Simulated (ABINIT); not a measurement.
# Beyond one shot: TiO2 (Anatase), part 2 of 2

Aim: iterate the self-energy on TiO2 (Anatase) and follow the gap from cycle to cycle.

ABINIT 10.8.3; PBE and many-body steps on it, plane waves. Known limits of the many-body steps: not at the basis limit.

So far. Step 4 (G0W0): The gap on the mesh goes from 2.19 eV to 3.71 eV, a correction of +1.52 eV. Step 5 (evGW0, cycle 1): Against G0W0 in ABINIT (4×4×4 mesh, 106 bands, screening to 130.6 eV, Godby-Needs plasmon pole), the gap moves by +0.405 eV. This first cycle still uses the starting levels; it takes the full correction, at all points of the mesh, and its linearised value is 3.711 eV.

## Step 6: evGW0, cycle 2

Level of this step: evGW0 on PBE, plane waves, norm-conserving pseudopotentials (ABINIT).

The corrected levels of the last cycle go back in.

Contents of run.abi:

```
acell 3*1.0 Angstrom
rprim 
  -1.892100000000 1.892100000000 4.757300000000
  1.892100000000 -1.892100000000 4.757300000000
  1.892100000000 1.892100000000 -4.757300000000
ntypat 2
znucl 22 8
natom 6
typat 1 1 2 2 2 2
xred 
  0.000000000000 0.000000000000 0.000000000000
  0.750000000000 0.250000000000 0.500000000000
  0.208100000000 0.208100000000 0.000000000000
  0.958100000000 0.458100000000 0.500000000000
  0.541900000000 0.041900000000 0.500000000000
  0.791900000000 0.791900000000 0.000000000000
pp_dirpath "pseudos"
pseudos "Ti.upf, O.upf"
ecut 38
ngkpt 4 4 4
nshiftk 1
shiftk 0 0 0
kptopt 1
chksymbreak 0
istwfk *1
occopt 1
irdwfk 1
optdriver 4
nband 106
gwcalctyp 10
ecutsigx 38
symsigma 1
nkptgw 13
kptgw 
  0.0000000000 0.0000000000 0.0000000000
  0.2500000000 0.0000000000 0.0000000000
  0.5000000000 0.0000000000 0.0000000000
  0.2500000000 0.2500000000 0.0000000000
  0.5000000000 0.2500000000 0.0000000000
  -0.2500000000 0.2500000000 0.0000000000
  0.5000000000 0.5000000000 0.0000000000
  0.2500000000 0.2500000000 0.2500000000
  -0.2500000000 0.2500000000 0.2500000000
  0.5000000000 0.5000000000 0.2500000000
  -0.2500000000 0.5000000000 0.2500000000
  -0.2500000000 -0.2500000000 0.2500000000
  0.5000000000 0.5000000000 0.5000000000
bdgw 
  13 30
  13 30
  13 30
  13 30
  13 30
  13 30
  13 30
  13 30
  13 30
  13 30
  13 30
  13 30
  13 30
ecuteps 4.8
irdscr 1
ppmodel 1
irdqps 1
indata_prefix "in"
outdata_prefix "out"
tmpdata_prefix "tmp"
gwmem 00
```

Command:

```bash
$ OMP_NUM_THREADS=1 mpirun -n 8 abinit run.abi > log
```

Numbers of over 12 decimals in the logs are rounded to 6 here.

What it wrote:

```text
.Version 10.8.3 of ABINIT. v10.8.2 released Aug 2026.

 Symmetries : space group I4_1/a m d (#141); Bravais tI (body-center tetrag.)
[... echo of the input left out ...]
== DATASET  1 ==================================================================
-   mpi_nproc: 8, omp_nthreads: 1 (-1 if OMP is not activated)

--- !DatasetInfo
iteration_state: {dtset: 1, }
dimensions: {natom: 6, nkpt: 13, mband: 106, nsppol: 1, nspinor: 1, nspden: 1, mpw: 5174, }
cutoff_energies: {ecut:  38.0, pawecutdg:  -1.0, }
[...]
.  kptgw no:  3; Maximum DeltaE = (   0.035   0.002) for band index: 15
[...]
.  kptgw no: 12; Maximum DeltaE = (   0.073   0.004) for band index: 18
.  kptgw no: 13; Maximum DeltaE = (   0.061   0.010) for band index: 17

== END DATASET(S) ==============================================================
================================================================================

 -outvars: echo values of variables after computation  --------
           etotal      0.0000000000E+00
            nband         106
             nkpt          13
          spgroup         141
 [... the other variables as echoed above ...]

 Calculation completed.
```

The job ended after 10 min (8 MPI ranks of Arm Neoverse V2, shared host; peak memory 2.9 GiB).

Numbers from this step:

- quasiparticle gap on the mesh: 4.057 eV
- gap of the density functional on the mesh: 2.189 eV
- k of the valence top: 0.5, 0.5, 0
- k of the conduction bottom: 0, 0, 0
- least direct quasiparticle gap on the computed points: 4.411 eV

Against the cycle before, the gap moves by −0.059 eV.

## Step 7: evGW0, cycle 3

run.abi is that of step 6.

What it wrote:

```text
.Version 10.8.3 of ABINIT. v10.8.2 released Aug 2026.

 Symmetries : space group I4_1/a m d (#141); Bravais tI (body-center tetrag.)
[... echo of the input left out ...]
== DATASET  1 ==================================================================
-   mpi_nproc: 8, omp_nthreads: 1 (-1 if OMP is not activated)

--- !DatasetInfo
iteration_state: {dtset: 1, }
dimensions: {natom: 6, nkpt: 13, mband: 106, nsppol: 1, nspinor: 1, nspden: 1, mpw: 5174, }
cutoff_energies: {ecut:  38.0, pawecutdg:  -1.0, }
[...]
.  kptgw no:  3; Maximum DeltaE = (   0.001   0.000) for band index:  1
[...]
.  kptgw no: 12; Maximum DeltaE = (  -0.004   0.000) for band index:  4
.  kptgw no: 13; Maximum DeltaE = (  -0.002   0.001) for band index:  1

== END DATASET(S) ==============================================================
================================================================================

 -outvars: echo values of variables after computation  --------
           etotal      0.0000000000E+00
            nband         106
             nkpt          13
          spgroup         141
 [... the other variables as echoed above ...]

 Calculation completed.
```

Elapsed: 11 min, on 8 MPI ranks; peak memory 2.9 GiB.

Numbers from this step:

```
quasiparticle gap on the mesh                         : 4.044 eV
gap of the density functional on the mesh             : 2.189 eV
k of the valence top                                  : 0.5, 0.5, 0
k of the conduction bottom                            : 0, 0, 0
least direct quasiparticle gap on the computed points : 4.397 eV
```

Against the cycle before, the gap moves by −0.013 eV.

## Step 8: evGW0, cycle 4

run.abi is that of step 7.

What it wrote:

```text
.Version 10.8.3 of ABINIT. v10.8.2 released Aug 2026.

 Symmetries : space group I4_1/a m d (#141); Bravais tI (body-center tetrag.)
[... echo of the input left out ...]
== DATASET  1 ==================================================================
-   mpi_nproc: 8, omp_nthreads: 1 (-1 if OMP is not activated)

--- !DatasetInfo
iteration_state: {dtset: 1, }
dimensions: {natom: 6, nkpt: 13, mband: 106, nsppol: 1, nspinor: 1, nspden: 1, mpw: 5174, }
cutoff_energies: {ecut:  38.0, pawecutdg:  -1.0, }
[...]
.  kptgw no:  3; Maximum DeltaE = (  -0.002  -0.000) for band index:  5
[...]
.  kptgw no: 12; Maximum DeltaE = (   0.001   0.000) for band index:  4
.  kptgw no: 13; Maximum DeltaE = (   0.000   0.001) for band index:  1

== END DATASET(S) ==============================================================
================================================================================

 -outvars: echo values of variables after computation  --------
           etotal      0.0000000000E+00
            nband         106
             nkpt          13
          spgroup         141
 [... the other variables as echoed above ...]

 Calculation completed.
```

Wall time 11 min (8 MPI ranks); peak memory 2.9 GiB.

This step gave:

* quasiparticle gap on the mesh: 4.049 eV
* gap of the density functional on the mesh: 2.189 eV
* k of the valence top: 0.5, 0.5, 0
* k of the conduction bottom: 0, 0, 0
* least direct quasiparticle gap on the computed points: 4.402 eV

Against the cycle before, the gap moves by +0.005 eV.

## Step 9: Side by side

Times are wall times on 8 MPI ranks of Arm Neoverse V2, shared host, good to a factor of about two. A run's time includes the screening step that it read.

| run | mesh | bands | screening cutoff (eV) | DFT gap (eV) | gap on the mesh (eV) | direct (eV) | ε∞ used | time |
| --- | --- | --- | --- | --- | --- | --- | --- | --- |
| G0W0 | 4×4×4 | 106 | 130.6 | 2.189 | 3.711 | 4.050 | 6.68 | 25 min |
| evGW0, cycle 1 | 4×4×4 | 106 | 130.6 | 2.189 | 4.116 | 4.472 | 6.68 | 35 min |
| evGW0, cycle 2 | 4×4×4 | 106 | 130.6 | 2.189 | 4.057 | 4.411 | 6.68 | 35 min |
| evGW0, cycle 3 | 4×4×4 | 106 | 130.6 | 2.189 | 4.044 | 4.397 | 6.68 | 35 min |
| evGW0, cycle 4 | 4×4×4 | 106 | 130.6 | 2.189 | 4.049 | 4.402 | 6.68 | 35 min |

## Step 10: Summary of results

```json
{
 "G0W0": "3.711 eV",
 "evGW0, cycle 1": "4.116 eV",
 "evGW0, cycle 2": "4.057 eV",
 "evGW0, cycle 3": "4.044 eV",
 "evGW0, cycle 4": "4.049 eV",
 "known limits": "not at the basis limit"
}
```

What this shows: Only the bands that the input lists are updated; the others, empty or deep, keep the functional's energies or take a rigid shift. evGW0 ends at 4.05 eV, +0.34 eV from G0W0, after 4 cycles that took 43 min beside the first screening; the last moved the gap by 0.005 eV. The first cycle of evGW0 takes the full correction, without the factor Z, so it overshoots the one-shot value. Against experiment, by evGW0, cycle 4: the gap of 4.05 eV lies +0.85 eV from the measured 3.2 eV (optical, 2022); the gap of 4.05 eV lies +0.75 eV from the measured 3.3 eV (optical, 2021); the direct gap of 4.40 eV lies +0.53 eV from the measured 3.87 eV (direct, 2023); the direct gap of 4.40 eV lies +0.42 eV from the measured 3.98 eV (electronic, quoted 2020); the gap of 4.05 eV lies +0.88 eV from the measured 3.17 eV (kind not stated, 2020). An exciton line or allowed optical edge lies below the quasiparticle gap by the binding energy; a forbidden edge can push the onset above it. These are gaps on the mesh, at modest bands and cutoff. The calculation has static nuclei and no excitons; a measured gap holds zero-point and thermal motion, which mostly lowers it. Bands and cutoff are finite, so the gap is not at the basis limit. The miss can reach some tenths of an eV and take either sign; the mesh is an error of its own.

[Paths, hosts, dates, memory and timing lines, banners, echoed tables and standing remarks are left out of the program output.]

[Logs are printed without paths, hosts, clocks, repeated set-up lines and the standing remarks that a program may print on its own settings, such as how far it seeks lower states.]

[Runs of the session that timed out or met a known fault of the program may be left out.]

[Hosts, paths, dates, database ids (printed as entryN), source tags and the programs' standing remarks are cut or masked in the printed files.]

[G0W0 gaps are taken among the corrected bands and points alone; a level outside them can change the order at an edge.]

[Where Ansatz stands beside ABINIT at settings called matched, ABINIT's density can come from a denser mesh and the files from another edition; pairs whose starting gaps differed by over 0.03 eV were left out, so agreement reads better than it is.]
